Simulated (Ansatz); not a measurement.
# What GeCl2 (model cell, started as CdI2 type) distorts into

Aim: this structure of GeCl2 (model cell, started as CdI2 type) is to be tested for unstable modes, and one is followed downhill.

Calculated with Ansatz 0.2.0; DFT PBEsol, scalar-relativistic, plane waves, PAW.

Report form: the programs' logs are mostly left out.

The structure was built from a prototype and need not be the compound's stable phase.

## (1) Starting point

Symmetry: P-3m1, No. 164, trigonal system. Conventional cell: a = 3.852 Å, b = 3.852 Å, c = 6.294 Å, α = 90.00°, β = 90.00°, γ = 120.00°. Ge has 6 Cl at 2.66 Å nearest. Nearest to Cl lie 3 Ge at 2.66 Å. Farther neighbours and most contacts between anions are not listed.

## (2) The dispersion

The cell comes from relaxations at this level that are not shown. Stability and thermal properties need the whole zone. Linear response on a 3×3×2 q mesh gives force constants as far as a supercell of that size would, and the tensors from the zone-centre run are typed in so that the long-range dipole term is interpolated apart.

input.yaml

```yaml
crystal:
  lattice:
    - [3.8520090793, 0.0, 0.0]
    - [-1.9260045396, 3.3359377183, 0.0]
    - [0.0, 0.0, 6.293730571]
  atoms:
    - { symbol: Ge, position: [0.0, 0.0, 0.0] }
    - { symbol: Cl, position: [0.3333333333, 0.6666666667, 0.2331499214] }
    - { symbol: Cl, position: [0.6666666667, 0.3333333333, 0.7668500786] }
kpoints:
  mp_grid: { grid: [9, 9, 4] }
hamiltonian:
  xc: pbesol
scf:
  occupations: { method: fixed }
output:
  eigenvalues: true
phonons:
  method: dfpt
  qmesh: [3, 3, 2]
  temperatures: { t_max: 1000, t_step: 50 }
  qpath:
    path:
      - [[0.0, 0.0, 0.0], [0.5, 0.0, 0.0], [0.33333333, 0.33333333, 0.0], [0.0, 0.0, 0.0], [0.0, 0.0, 0.5], [0.5, 0.0, 0.5], [0.33333333, 0.33333333, 0.5], [0.0, 0.0, 0.5]]
      - [[0.5, 0.0, 0.5], [0.5, 0.0, 0.0]]
      - [[0.33333333, 0.33333333, 0.5], [0.33333333, 0.33333333, 0.0]]
    npoints: 10
  non_analytic_term:
    high_frequency_dielectric_tensor: [[5.1691, 0.0, 0.0], [0.0, 5.1691, 0.0], [0.0, 0.0, 3.075]]
    born_effective_charges:
      - { species: Ge, tensor: [[4.2456, 0.0, 0.0], [0.0, 4.2456, 0.0], [0.0, 0.0, 1.345]] }
      - { species: Cl, tensor: [[-2.1228, 0.0, 0.0], [0.0, -2.1228, 0.0], [0.0, 0.0, -0.6725]] }
      - { species: Cl, tensor: [[-2.1228, 0.0, 0.0], [0.0, -2.1228, 0.0], [0.0, 0.0, -0.6725]] }
    source: "zone-centre run at this cell"
```

Run with:

```sh
$ ansatz run input.yaml --threads 4 --pin off --max-ram 7168MiB --backend cpu --events-out ev --progress --plain --runs-dir out
```

The job ended after 2.3 min (4 threads of Arm Neoverse V1, shared host; peak memory 0.9 GiB).

Numbers from this step:

| Item | Value |
| --- | --- |
| gap on the k-mesh | 2.352 eV |
| volume per atom | 26.96 Å³ |
| sum-rule residual before enforcement | 5.54e-5 eV/Å² |
| lowest frequency on the path | -88.88 cm⁻¹ |
| point group | -3m |
| highest frequency on the path or at a solved wavevector | 259.2 cm⁻¹ |
| highest optical mode at the zone centre (no LO-TO term) | 238.6 cm⁻¹ |
| lowest optical zone-centre mode | 51.58 cm⁻¹ |
| lowest mode on the q mesh (acoustic modes at Γ apart) | -79.92 cm⁻¹ |

Frequencies (cm⁻¹) solved at each irreducible wavevector; negative means imaginary. Frequencies by wavevector, by row:

```csv
q in reciprocal lattice units,star,mode 1,mode 2,mode 3,mode 4,mode 5,mode 6,mode 7,mode 8,mode 9
0 0 0,1,0,0,0,51.6,51.6,159.1,159.1,197.1,238.6
0 0 -0.5,1,9.3,9.3,18.2,55.3,55.3,158.4,158.4,195.7,259.2
0 0.3333 0,6,-37.6,15.1,62.2,76,98.6,150.6,182.2,192.7,234.9
0 0.3333 -0.5,6,-40.9,10.6,62,77.2,97.6,151,184.5,192.7,225.7
0.3333 0.3333 0,2,-79.9,63.3,100.5,100.5,121.3,121.3,181.2,181.2,195.2
0.3333 0.3333 -0.5,2,-77.5,64.5,102.6,102.6,122.6,122.6,181.4,181.4,194.7
```

Interpolated from a 3×3×2 q mesh, with the LO-TO term (at Γ the limit along the path; where Γ stands inside the path, tables give the limit on arrival). Phonon branches along the path, in cm⁻¹:

```csv
point,branch 1,branch 2,branch 3,branch 4,branch 5,branch 6,branch 7,branch 8,branch 9
Γ,0,0,0,52,159,159,197,239,249
halfway,14,44,48,80,110,150,191,203,241
M,-84,-60,54,77,107,155,164,205,223
halfway,-79,57,62,91,107,141,166,200,210
K,-80,63,100,100,121,121,181,181,195
halfway,34,48,66,92,105,132,189,199,233
Γ,0,0,0,52,159,159,197,239,249
halfway,7,7,13,53,53,159,159,196,259
A,9,9,18,55,55,158,158,196,259
halfway,-12,47,48,80,112,150,188,202,223
L,-89,-59,56,79,106,155,165,208,219
halfway,-80,58,64,92,108,142,168,201,207
H,-78,65,103,103,123,123,181,181,195
halfway,30,50,68,91,109,130,187,207,214
A,9,9,18,55,55,158,158,196,259
jump to L,-89,-59,56,79,106,155,165,208,219
halfway,-86,-59,55,78,107,155,164,206,221
M,-84,-60,54,77,107,155,164,205,223
jump to H,-78,65,103,103,123,123,181,181,195
halfway,-79,64,102,102,122,122,181,181,195
K,-80,63,100,100,121,121,181,181,195
```

Symmetry leaves 6 wavevectors to solve. The lowest mode among them, the acoustic zeros apart, lies at q = (0.333, 0.333, 0) and is imaginary, 79.9i cm⁻¹, so the energy falls along it. Between them the interpolated path dips to 89i cm⁻¹.

## (3) The mode frozen in, largest atomic shift 0 Å

The mode followed lies at q = (0, 0.333, 0) with frequency 37.6i cm⁻¹, one of the unstable modes though not the softest. At small amplitude the distorted cell has space group no. 2 by a symmetry search on the positions. The undistorted cell that holds it gives the zero of energy on the same k mesh.

System of this step: GeCl2 (model cell, started as CdI2 type). The structure is trigonal, space group P-3m1 (No. 164). Conventional cell: a = 3.852 Å, b = 3.852 Å, c = 6.294 Å, α = 90.00°, β = 90.00°, γ = 120.00°. Nearest to Ge lie 6 Cl at 2.66 Å. Cl has 3 Ge at 2.66 Å nearest. Farther neighbours and most contacts between anions are not listed.

input.yaml

```yaml
crystal:
  lattice:
    - [-3.8520090793, 0.0, 0.0]
    - [0.0, 0.0, -6.293730571]
    - [-1.9260045396, -10.0078131548, 0.0]
  atoms:
    - { symbol: Ge, position: [0.6666666667, 1.0, 0.6666666667] }
    - { symbol: Ge, position: [0.3333333333, 1.0, 0.3333333333] }
    - { symbol: Ge, position: [0.0, 1.0, 1.0] }
    - { symbol: Cl, position: [0.7777777778, 0.7668500786, 0.4444444444] }
    - { symbol: Cl, position: [0.4444444444, 0.7668500786, 0.1111111111] }
    - { symbol: Cl, position: [0.1111111111, 0.7668500786, 0.7777777778] }
    - { symbol: Cl, position: [0.2222222222, 0.2331499214, 0.5555555556] }
    - { symbol: Cl, position: [0.8888888889, 0.2331499214, 0.2222222222] }
    - { symbol: Cl, position: [0.5555555556, 0.2331499214, 0.8888888889] }
kpoints:
  mp_grid: { grid: [6, 4, 6] }
hamiltonian:
  xc: pbesol
scf:
  occupations: { method: gaussian, width: 0.02 }
output:
  forces: true
  stress: true
  eigenvalues: true
```

The job ended after 7.9 s (4 threads; peak memory 0.84 GiB; 31 s of CPU time).

Numbers from this step:

* pressure: 0.003007 GPa
* energy from the undistorted cell: 0 meV/atom

At this level the gap is 2.35 eV on the k-mesh of the self-consistent run, which can miss the band edges.

## (4) The mode frozen in, largest atomic shift 0.08 Å

The atoms are moved along the unstable eigenvector, the largest shift by 0.08 Å, with the cell fixed.

input.yaml

```yaml
crystal:
  lattice:
    - [-3.8520090793, 0.0, 0.0]
    - [0.0, 0.0, -6.293730571]
    - [-1.9260045396, -10.0078131548, 0.0]
  atoms:
    - { symbol: Ge, position: [0.649466956, 1.0, 0.6666666667] }
    - { symbol: Ge, position: [0.333333225, 1.0, 0.3333333333] }
    - { symbol: Ge, position: [0.0171991951, 1.0, 1.0] }
    - { symbol: Cl, position: [0.7755226636, 0.7668500786, 0.4444444444] }
    - { symbol: Cl, position: [0.4259310938, 0.7668500786, 0.1111111111] }
    - { symbol: Cl, position: [0.1318794941, 0.7668500786, 0.7777777778] }
    - { symbol: Cl, position: [0.2407354278, 0.2331499214, 0.5555555556] }
    - { symbol: Cl, position: [0.8911442506, 0.2331499214, 0.2222222222] }
    - { symbol: Cl, position: [0.5347876599, 0.2331499214, 0.8888888889] }
kpoints:
  mp_grid: { grid: [6, 4, 6] }
hamiltonian:
  xc: pbesol
scf:
  occupations: { method: gaussian, width: 0.02 }
output:
  forces: true
  stress: true
  eigenvalues: true
```

Run time: 13 s. Hardware: 4 threads; peak memory 1 GiB.

This step gave:

* pressure: 0.1639 GPa
* gap on the k-mesh: 2.369 eV
* energy from the undistorted cell: -0.218 meV/atom

The energy, extrapolated to zero smearing, is -0.22 meV/atom against the undistorted cell.

The run ends at a pressure of 0.16 GPa, with forces up to 0.033 eV/Å.

## (5) Energy along the mode, all amplitudes (two of the runs are shown above)

An imaginary frequency means negative curvature, so the energy should fall and then rise again as anharmonic terms take over.

Numbers from this step:

- depth at the lowest point sampled: 0.218 meV/atom
- largest atomic shift at that point: 0.08 Å

The energy from the parent by largest atomic shift:

```csv
largest atomic shift (Å),energy from the parent (meV/atom)
0.0000,0
0.0400,-0.093
0.0800,-0.218
0.1400,0.603
0.2200,7.98
```

Displacement at unit largest shift by atom:

```csv
atom,x (Å),y (Å),z (Å),size
Ge1,0.83,0.00,0.00,0.83
Ge2,0.00,0.00,0.00,0.00
Ge3,-0.83,0.00,0.00,0.83
Cl4,0.11,0.00,0.00,0.11
Cl5,0.89,0.00,0.00,0.89
Cl6,-1.00,0.00,0.00,1.00
Cl7,-0.89,0.00,0.00,0.89
Cl8,-0.11,0.00,0.00,0.11
Cl9,1.00,0.00,0.00,1.00
```

The lowest of the steps tried is at 0.08 Å, 0.218 meV/atom below the parent; the bottom of the well need not coincide with a step.

## (6) Relaxing from the distorted cell

Starting from the lowest point found, all atoms and the cell are let go, so that strain and other modes of the same symmetry can join in.

Changes to input.yaml since step 4:

```diff
@@ -20,3 +20,3 @@
 scf:
-  occupations: { method: gaussian, width: 0.02 }
+  occupations: { method: fixed }
 output:
@@ -25 +25,6 @@
   eigenvalues: true
+relax:
+  adjacent_minimum: "off"
+  f_tol: 0.002
+  max_steps: 120
+  cell: { stress_tol: 0.03 }
```

The job ended after 4.8 min (4 threads; peak memory 1.1 GiB).

The steps of the relaxation:

```csv
step,energy less that of the first step (eV),largest force component (eV/Å),pressure (GPa),volume (Å³)
1,0.0000,0.0322,0.16,242.62
2,-0.0011,0.0163,-0.04,243.80
3,-0.0014,0.0182,-0.02,244.06
4,-0.0022,0.0210,-0.01,244.33
5,-0.0055,0.1082,0.20,246.78
6,-0.0064,0.0916,-0.03,249.83
7,0.0064,0.3079,-0.11,254.37
8,-0.0132,0.0171,-0.01,250.01
9,-0.0136,0.0132,0.02,250.70
10,-0.0137,0.0110,0.01,251.05
11,-0.0138,0.0052,-0.01,251.54
12,-0.0138,0.0131,0.00,251.97
13,-0.0139,0.0035,0.00,252.02
14,-0.0139,0.0084,-0.02,251.85
15,-0.0139,0.0027,0.02,251.88
16,-0.0140,0.0024,0.01,251.68
17,-0.0140,0.0016,0.00,251.90
18*,-0.0145,0.0017,0.00,251.90
```

Relaxation steps marked * repeat the geometry before them on a plane-wave basis chosen anew for their cell, so energy and pressure can jump there. Relaxation step 7 was tried and not accepted.

Forces are held to the 2 operations that the run works with; a distortion that breaks them can't arise in this run.

```csv
cell as run,before,after,change
a (Å),3.852,3.957,+2.7 %
b (Å),6.294,6.370,+1.2 %
c (Å),10.191,10.133,-0.6 %
α (°),90.00,89.23,-0.9 %
β (°),79.11,80.64,+1.9 %
γ (°),90.00,88.35,-1.8 %
volume (Å³/atom),26.96,27.99,+3.8 %
```

The atoms that moved most (Å, as changes of fractional coordinates times the final cell):

```csv
atom,dx,dy,dz,length
Cl9,0.257,-0.216,0.040,0.338
Cl6,-0.257,0.216,-0.040,0.338
Cl8,0.072,0.093,0.116,0.166
Cl4,-0.072,-0.093,-0.116,0.166
Cl7,-0.101,0.110,-0.059,0.161
Cl5,0.101,-0.110,0.059,0.161
Ge3,-0.021,-0.011,0.096,0.099
Ge1,0.021,0.011,-0.096,0.099
```

The relaxed structure:

```cif
data_structure
_symmetry_space_group_name_H-M 'P 1'
_symmetry_Int_Tables_number 1
_cell_length_a 3.9572
_cell_length_b 6.3695
_cell_length_c 10.1332
_cell_angle_alpha 89.226
_cell_angle_beta 80.642
_cell_angle_gamma 88.353
_cell_volume 251.90
loop_
_atom_site_label
_atom_site_type_symbol
_atom_site_fract_x
_atom_site_fract_y
_atom_site_fract_z
_atom_site_occupancy
Ge1 Ge 0.64434 0.01516 0.66548 1
Ge2 Ge 0.33333 0.00000 0.33333 1
Ge3 Ge 0.02233 0.98484 0.00119 1
Cl4 Cl 0.78890 0.78490 0.45386 1
Cl5 Cl 0.39567 0.75769 0.12198 1
Cl6 Cl 0.20639 0.77264 0.75659 1
Cl7 Cl 0.27100 0.24231 0.54469 1
Cl8 Cl 0.87777 0.21510 0.21281 1
Cl9 Cl 0.46027 0.22736 0.91008 1
```

This step gave:

- pressure: 0.003410 GPa
- gap on the k-mesh: 2.475 eV
- volume per atom: 27.99 Å³

The distorted start has space group P-1; the relaxation ends in P-1.

## (7) The phases reached

The phases reached along the modes that were followed are set side by side.

Energies are those of the first relaxation, on the mesh of the frozen mode; space group, volume and gap are those of the last relaxation. Phases, by row:

```csv
mode frozen in,space group,energy from parent (meV/atom),volume (Å³/atom),gap on mesh (eV),lowest zone-centre optical mode (cm⁻¹),largest shift (Å)
parent,P-3m1,0,26.96,2.352,–,–
"q = (0.333, 0.333, 0), 80i cm⁻¹",P-3,-17.33,27.96,2.676,–,0.424
"q = (0, 0.333, 0), 38i cm⁻¹",P-1,-1.83,27.99,2.475,–,0.405
```

## (8) Summary of results

| Quantity | Value |
| --- | --- |
| unstable mode of the parent | q = (0, 0.333, 0), 38i cm⁻¹ |
| depth at the lowest point sampled | 0.218 meV/atom |
| largest atomic shift at that point | 0.08 Å |
| space group reached (within 0.01 Å) | P-1 |
| energy gained over the parent (first relaxation, on the mesh of the frozen mode) | 1.83 meV/atom |
| volume per atom, phase reached | 28.0 Å³ |
| gap on the k-mesh, phase reached | 2.48 eV |

What this shows: Along this mode the structure falls into P-1, 1.83 meV/atom below the parent. At the parent's cell the well is 0.218 meV/atom deep on the steps tried, with its lowest point at a shift of 0.08 Å. Relaxing atoms and cell changes the gain by +1.61 meV/atom against the lowest step (energies at zero smearing). Most of the total comes from this relaxation. The modes of the phase reached were not computed on this path. How so shallow a well moves with the k mesh was not tested. Of the 2 patterns followed to their end from this parent, this one ends 15.5 meV/atom above the lowest, P-3. Each path keeps the symmetry of its pattern, so a lower phase may lie along a pattern not tried. The program warns that the interpolation holds no quadrupole term, so branches close to Γ can be off in this crystal. The starting cell was built on a prototype and not taken from a measurement, so the phase need not exist.

[Logs are printed without paths, hosts, clocks, repeated set-up lines and the standing remarks that a program may print on its own settings, such as how far it seeks lower states.]

[Hosts, paths, dates, database ids (printed as entryN), source tags and the programs' standing remarks are cut or masked in the printed files.]
